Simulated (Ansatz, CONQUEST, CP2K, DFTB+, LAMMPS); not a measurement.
**CP2K runs on aqueous Ca2+ and TFSI-, 6.5 mol of salt per kg of water at 300 K (113 atoms)**

Aim: run aqueous Ca2+ and TFSI-, 6.5 mol of salt per kg of water at 300 K (113 atoms) in CP2K and see how near its forces come to a plane-wave reference, and at what cost.

Program: CP2K 2026.2. Level of theory: the method is named at each step. Results are calculated unless marked as measured.

### Step 1. The structure

The cell holds 113 atoms: 4 N, 8 S, 33 O, 8 C, 24 F, 34 H and 2 Ca. Its edges and angles: a = 11.188 Å, b = 11.188 Å, c = 11.188 Å, α = 90.0°, β = 90.0°, γ = 90.0°. 17 H2O, 2 Ca2+, 4 TFSI- placed at random, at 1.79 g/cm³; overlaps pushed apart, then 10 ps at 420 K with divalent ions of Li, Roberts, Chakravorty and Merz (J. Chem. Theory Comput. 9, 2733 (2013)); MMFF94 bonds, angles, torsions, charges and radii (Halgren, J. Comput. Chem. 17, 490 (1996)) in harmonic and 12-6 forms; SPC/E water (Berendsen, Grigera and Straatsma, J. Phys. Chem. 91, 6269 (1987)); charges of ions scaled by 0.85. Snapshot after 20 ps at 300 K and fixed volume.

The yardstick, on the same geometry:

* method: Kohn-Sham DFT, PBE, PAW, plane waves (Ansatz 0.2.0); cutoff 420 eV, Γ point, fermi-dirac smearing of 0.05 eV; PAW set soft_2
* r.m.s. force component: 0.9546 eV/Å
* longest force: 4.407 eV/Å
* pressure: -0.3382 GPa
* gap (highest filled to lowest empty level): 4.401 eV
* SCF cycles: 10
* time: 14 s on 4 threads of Intel Xeon 6975P-C (Granite Rapids), shared host
* CPU time: 50 s

### Step 2. PBE, DZVP-MOLOPT-SR, 600/50 Ry, OT DIIS

Method: Kohn-Sham DFT, PBE, GTH-PBE pseudopotentials, Gaussian and plane waves, DZVP-MOLOPT-SR-GTH, orbital transformation.

Contents of input.inp:

```
&GLOBAL
  PROJECT cell
  RUN_TYPE ENERGY_FORCE
  PRINT_LEVEL LOW
&END GLOBAL
&FORCE_EVAL
  METHOD QS
  STRESS_TENSOR ANALYTICAL
  &DFT
    BASIS_SET_FILE_NAME BASIS_MOLOPT
    POTENTIAL_FILE_NAME GTH_POTENTIALS
    &MGRID
      CUTOFF 600
      REL_CUTOFF 50
      NGRIDS 5
    &END MGRID
    &QS
      EPS_DEFAULT 1.0E-12
    &END QS
    &SCF
      SCF_GUESS ATOMIC
      EPS_SCF 1.0E-06
      MAX_SCF 30
      &OT
        MINIMIZER DIIS
        PRECONDITIONER FULL_ALL
        ENERGY_GAP 0.001
      &END OT
      &OUTER_SCF
        EPS_SCF 1.0E-06
        MAX_SCF 8
      &END OUTER_SCF
      &PRINT
        &RESTART OFF
        &END RESTART
      &END PRINT
    &END SCF
    &XC
      &XC_FUNCTIONAL PBE
      &END XC_FUNCTIONAL
    &END XC
    &PRINT
      &MULLIKEN ON
      &END MULLIKEN
      &HIRSHFELD ON
        SHAPE_FUNCTION DENSITY
      &END HIRSHFELD
      &MO_CUBES
        NHOMO 1
        NLUMO 4
        WRITE_CUBE F
      &END MO_CUBES
    &END PRINT
  &END DFT
  &SUBSYS
    &CELL
      A 11.18771 0.00000 0.00000
      B 0.00000 11.18771 0.00000
      C 0.00000 0.00000 11.18771
    &END CELL
    &TOPOLOGY
      COORD_FILE_NAME structure.xyz
      COORD_FILE_FORMAT XYZ
    &END TOPOLOGY
    &KIND N
      BASIS_SET DZVP-MOLOPT-SR-GTH-q5
      POTENTIAL GTH-PBE-q5
    &END KIND
    &KIND S
      BASIS_SET DZVP-MOLOPT-SR-GTH-q6
      POTENTIAL GTH-PBE-q6
    &END KIND
    &KIND O
      BASIS_SET DZVP-MOLOPT-SR-GTH-q6
      POTENTIAL GTH-PBE-q6
    &END KIND
    &KIND C
      BASIS_SET DZVP-MOLOPT-SR-GTH-q4
      POTENTIAL GTH-PBE-q4
    &END KIND
    &KIND F
      BASIS_SET DZVP-MOLOPT-SR-GTH-q7
      POTENTIAL GTH-PBE-q7
    &END KIND
    &KIND H
      BASIS_SET DZVP-MOLOPT-SR-GTH-q1
      POTENTIAL GTH-PBE-q1
    &END KIND
    &KIND Ca
      BASIS_SET DZVP-MOLOPT-SR-GTH-q10
      POTENTIAL GTH-PBE-q10
    &END KIND
  &END SUBSYS
  &PRINT
    &FORCES ON
    &END FORCES
    &STRESS_TENSOR ON
    &END STRESS_TENSOR
  &END PRINT
&END FORCE_EVAL
```

Contents of structure.xyz:

```xyz
113

N 6.16018 8.16233 10.12510
S 6.95562 7.31218 9.12268
O 6.13087 6.89510 7.99194
O 7.78519 6.22395 9.63810
C 8.12575 8.61051 8.50087
F 7.76047 9.12626 7.26071
F 8.16121 9.67256 9.38235
F 9.37832 8.07193 8.41327
S 6.88346 8.38385 0.33988
O 6.35249 9.52443 1.03878
O 8.35118 8.24154 0.36349
C 6.19441 6.91121 1.17628
F 5.24491 7.39049 2.05082
F 5.60303 5.99684 0.28696
F 7.08417 6.20034 1.97888
N 7.96028 3.94445 6.69584
S 8.28853 4.30951 5.21985
O 7.06862 4.42742 4.45662
O 9.38034 3.56015 4.51950
C 8.76490 6.02324 5.35634
F 7.68685 6.90271 5.36272
F 9.39454 6.21287 6.55991
F 9.63877 6.47310 4.37182
S 9.23903 3.27688 7.44643
O 8.99302 2.84861 8.83203
O 10.53133 3.89075 7.25713
C 9.26980 1.68711 6.55801
F 8.09509 1.49848 5.80967
F 10.40289 1.64728 5.72945
F 9.29385 0.59250 7.33030
N 3.48665 0.37143 8.37769
S 4.75970 10.70608 8.10527
O 4.53706 9.32059 7.70005
O 5.78259 10.85174 9.14114
C 5.31394 0.34559 6.58766
F 5.57472 1.65958 6.88458
F 6.44457 10.95165 5.95891
F 4.41691 0.25116 5.60415
S 3.70302 1.57881 9.46234
O 2.52260 2.37571 9.56583
O 4.89708 2.39171 9.24754
C 3.85238 0.66835 11.03869
F 5.08023 0.75304 0.37222
F 3.01319 1.08767 0.87980
F 3.61609 10.51578 10.83731
N 10.93576 9.15591 2.06961
S 1.06306 9.39488 1.18813
O 2.26741 9.56874 2.02878
O 1.00231 10.31686 0.05661
C 1.16777 7.63785 0.55793
F 2.42874 7.25747 0.12262
F 0.78940 6.80996 1.48673
F 0.33843 7.39038 10.71413
S 11.00524 10.11537 3.32868
O 0.39918 0.23931 3.07953
O 0.37870 9.49277 4.54702
[... 53 atom lines left out ...]
H 0.53768 4.39643 8.31012
H 1.75211 3.98171 9.32003
Ca 4.17234 7.13988 6.53832
Ca 8.94457 2.63560 0.11221
```

Started as:

```sh
$ OMP_NUM_THREADS=1 mpirun -np 4 cp2k.psmp -i input.inp > output.txt
```

Numbers of over 12 decimals in the logs are rounded to 6 here.

Output:

```text
CP2K| version string:                                       CP2K version 2026.2
 CP2K| Input file name                                                 input.inp
 GLOBAL| Basis set file name                                        BASIS_MOLOPT
 GLOBAL| Potential file name                                      GTH_POTENTIALS
 GLOBAL| Run type                                                   ENERGY_FORCE
 GLOBAL| Total number of message passing processes                             4
 GLOBAL| Number of threads for this process                                    1
 TOTAL NUMBERS AND MAXIMUM NUMBERS
  Total number of            - Atomic kinds:                                   7
                             - Atoms:                                        113
                             - Shell sets:                                   113
                             - Shells:                                       499
                             - Primitive Cartesian functions:                559
                             - Cartesian basis functions:                   1278
                             - Spherical basis functions:                   1199
  Maximum angular momentum of- Orbital basis functions:                        2
                             - Local part of the GTH pseudopotential:          2
                             - Non-local part of the GTH pseudopotential:      3
 SCF PARAMETERS         Density guess:                                    ATOMIC
                        max_scf:                                              30
                        eps_scf:                                        1.00E-06
                        Outer loop SCF in use
                        eps_scf                                         1.00E-06
                        max_scf                                                8
 Extrapolation method: initial_guess
 Number of electrons:                                                        520
[... lines left out ...]
  Step     Update method      Time    Convergence         Total energy    Change
[... lines left out ...]
  Total energy:                                             -1371.522501
[... lines left out ...]
  Preconditioner : FULL_ALL            : diagonalization, state selective
  Precond_solver : DEFAULT
  stepsize       :    0.15000000                  energy_gap     :    0.00100000
  eps_taylor     :   0.10000E-15                  max_taylor     :             4
  ----------------------------------- OT ---------------------------------------
  Step     Update method      Time    Convergence         Total energy    Change
[...]
5 OT DIIS     0.15E+00    2.8     0.00000134     -1371.5242402596 -3.18E-07
     6 OT DIIS     0.15E+00    2.7     0.00000059     -1371.5242402774 -1.79E-08
  *** SCF run converged in     6 steps ***
  Electronic density on regular grids:       -519.9999999999        0.0000000001
  Core density on regular grids:              519.9999999998       -0.0000000002
  Total charge density on r-space grids:       -0.0000000001
  Total charge density g-space grids:          -0.0000000001
  Overlap energy of the core charge distribution:               3.63217e-06
  Self energy of the core charge distribution:              -3506.002297
  Core Hamiltonian energy:                                    986.116212
  Hartree energy:                                            1441.936182
  Exchange-correlation energy:                               -293.574341
  Total energy:                                             -1371.524240
  outer SCF iter =    2 RMS gradient =   0.59E-06 energy =      -1371.5242402774
  outer SCF loop converged in   2 iterations or   36 steps
 !-----------------------------------------------------------------------------!
                     Mulliken Population Analysis
 #  Atom  Element  Kind  Atomic population                           Net charge
       1     N        1          5.335836                             -0.335836
       2     S        2          5.280291                              0.719709
       3     O        3          6.397290                             -0.397290
[...]
112     Ca       7          8.682660                              1.317340
     113     Ca       7          8.667031                              1.332969
 # Total charge                            520.000000                  0.000000
 !-----------------------------------------------------------------------------!
 !-----------------------------------------------------------------------------!
                           Hirshfeld Charges
  #Atom  Element  Kind  Ref Charge     Population                    Net charge
      1       N      1       5.000          5.235                        -0.235
      2       S      2       6.000          5.572                         0.428
      3       O      3       6.000          6.223                        -0.223
[...]
112       Ca     7      10.000          9.523                         0.477
    113       Ca     7      10.000          9.518                         0.482
  Total Charge                                                           -0.000
 !-----------------------------------------------------------------------------!
  Eigenvalues of the occupied subspace spin            1
      -1.47843198     -1.46457780     -1.03789865     -1.02011240
      -1.01215544     -1.00910833     -1.00748113     -1.00544864
      -0.99512120     -0.98842286     -0.94785168     -0.94053282
[...]
-0.02790626     -0.02018412     -0.01893302     -0.00901670
 Fermi Energy [eV] :   -0.245357
  Using OT eigensolver for additional unoccupied orbitals spin            1
  Lowest Eigenvalues of the unoccupied subspace spin            1
 WARNING : did not converge in ot_eigensolver
 number of iterations          299  exceeded maximum
 current gradient / target gradient   5.7029179003677128E-005  /    1.0000000000000001E-005
       0.15076730      0.15394693      0.16101317      0.16578203
 HOMO - LUMO gap [eV] :    4.347944
 ENERGY| Total FORCE_EVAL ( QS ) energy [hartree]          -1371.524240
 FORCES| Atomic forces [hartree/bohr]
 FORCES|   Atom     x               y               z               |f|
 FORCES|      1 -1.88850077E-02  1.55053011E-02  1.67730191E-02   2.96376795E-02
 FORCES|      2  4.87183709E-03 -1.96696898E-02 -3.03962281E-02   3.65316599E-02
 FORCES|      3 -3.49878360E-03  5.30567459E-03 -2.53742034E-03   6.84325738E-03
[...]
FORCES|    112 -5.57268642E-03 -4.11473835E-03 -7.32415865E-03   1.00811312E-02
 FORCES|    113  8.02004242E-03  4.45609868E-03  1.29650884E-02   1.58830543E-02
 FORCES| Sum     1.90699840E-03  7.87085126E-03  3.71557088E-03
 FORCES| Total atomic force                                       8.91024183E-03
 STRESS| Analytical stress tensor [bar]
 STRESS|                        x                   y                   z
 STRESS|      x        2.20631387140E+03   1.74189413510E+03  -3.87668693667E+03
 STRESS|      y        1.74189413510E+03   8.41237841153E+03  -3.52814128028E+03
 STRESS|      z       -3.87668693667E+03  -3.52814128028E+03   7.81919101257E+03
 STRESS| 1/3 Trace                                             6.14596109850E+03
```

It took 1.9 min on 4 MPI ranks of Intel Xeon 6975P-C (Granite Rapids), shared host; peak memory 3.6 GiB.

Banners, paths, timers and routine set-up lines are dropped from the logs unmarked, and long logs keep their key lines alone; longer cuts are marked.

The solver for the empty levels stopped short of its threshold, so the gap is rough; its iterations count in the time.

Against the reference:

```yaml
r_m_s_force_component: 0.8851 eV/Å
r_m_s_difference_of_force_components: 187.5 meV/Å
longest_difference_of_force_vectors: 680 meV/Å
force_difference_over_r_m_s_force: 19.64 %
slope_of_forces_against_the_reference_s: 0.9106
correlation_of_force_components: 0.982
spacing_of_highest_filled_and_lowest_empty_level: 4.348 eV
gap_difference: -0.0534 eV
pressure: 0.6146 GPa
pressure_difference: 0.9528 GPa
```

Length of the force difference by element (eV/Å):

```csv
element,atoms,mean,most
C,8,0.56,0.68
Ca,2,0.053,0.072
F,24,0.46,0.67
H,34,0.060,0.10
N,4,0.16,0.18
O,33,0.22,0.49
S,8,0.37,0.47
```

A closer look about C20, which bears the longest force: 9 atoms, nearest first, numbered in the order of the input, with positions taken from that point.

```csv
atom,x,y,z,distance (Å),bonds,Hirshfeld charge (e),Fx,Fy,Fz (eV/Å)
C20,0.00,0.00,0.00,0.00,4,0.23,2.18,3.25,0.40
F22,0.63,0.19,1.20,1.37,1,-0.07,-0.32,0.11,-0.72
F23,0.87,0.45,-0.98,1.39,1,-0.07,-1.14,-0.93,0.60
F21,-1.08,0.88,0.01,1.39,1,-0.02,0.98,-1.52,-0.34
S17,-0.48,-1.71,-0.14,1.78,4,0.42,1.35,-1.33,-2.48
O18,-1.70,-1.60,-0.90,2.50,1,-0.18,-1.11,-0.37,-0.60
N16,-0.80,-2.08,1.34,2.60,2,-0.23,0.64,-0.30,1.75
O19,0.62,-2.46,-0.84,2.67,1,-0.22,-1.38,1.76,1.30
H96,-2.04,2.20,-0.19,3.00,1,0.10,-1.65,0.93,-0.35
```

Forces lie 20 % from the reference's, at 9.1 times its CPU time.

(Continued in part 2 of 2.)

[Also dropped from logs without a mark: logging warnings of Python, and SIESTA's first energy breakdown and zero terms.]

[Logs are printed without paths, hosts, clocks, repeated set-up lines and the standing remarks that a program may print on its own settings, such as how far it seeks lower states.]

[Hosts, paths, dates, database ids (printed as entryN), source tags and the programs' standing remarks are cut or masked in the printed files.]

[The MMFF94 radii named for the starting cell were scaled by 0.96; in molecules described by MMFF94, hydrogen bound to N, O or S took a small fixed 12-6 site in their place.]
